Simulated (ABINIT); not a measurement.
An input for ABINIT 10.8.3 (In2O3 (R-3c)):

```
acell 3*1.0 Angstrom
rprim 
  2.743499999981 1.583960463511 4.836666666700
  -2.743499999981 1.583960463511 4.836666666700
  0.000000000000 -3.167920927022 4.836666666700
ntypat 2
znucl 49 8
natom 10
typat 1 1 1 1 2 2 2 2 2 2
xred 
  0.357310000000 0.357310000000 0.357310000000
  0.142690000000 0.142690000000 0.142690000000
  0.642690000000 0.642690000000 0.642690000000
  0.857310000000 0.857310000000 0.857310000000
  0.548000000000 0.952000000000 0.250000000000
  0.250000000000 0.548000000000 0.952000000000
  0.952000000000 0.250000000000 0.548000000000
  0.452000000000 0.048000000000 0.750000000000
  0.750000000000 0.452000000000 0.048000000000
  0.048000000000 0.750000000000 0.452000000000
pp_dirpath "pseudos"
pseudos "In.upf, O.upf"
ecut 36
ngkpt 2 2 2
nshiftk 1
shiftk 0 0 0
kptopt 1
chksymbreak 0
iscf -2
irdden 1
istwfk *1
nband 124
nbdbuf 10
tolwfr 1e-09
nstep 60
prtvol 0
indata_prefix "in"
outdata_prefix "out"
tmpdata_prefix "tmp"
```

```sh
OMP_NUM_THREADS=1 mpirun -n 4 abinit run.abi > log
```

Question: How long will it take on 4 MPI ranks of Intel Xeon Platinum 8559C (Emerald Rapids), shared host, and how much memory?

It took 47 s; on shared hardware allow 23 s to 93 s. Peak host memory was 0.47 GiB.

[Paths, hosts, dates, memory and timing lines, banners, echoed tables and standing remarks are left out of the program output.]

[Logs are printed without paths, hosts, clocks, repeated set-up lines and the standing remarks that a program may print on its own settings, such as how far it seeks lower states.]

[Runs of the session that timed out or met a known fault of the program may be left out.]

[Hosts, paths, dates, database ids (printed as entryN), source tags and the programs' standing remarks are cut or masked in the printed files.]

[G0W0 gaps are taken among the corrected bands and points alone; a level outside them can change the order at an edge.]

[Where Ansatz stands beside ABINIT at settings called matched, ABINIT's density can come from a denser mesh and the files from another edition; pairs whose starting gaps differed by over 0.03 eV were left out, so agreement reads better than it is.]
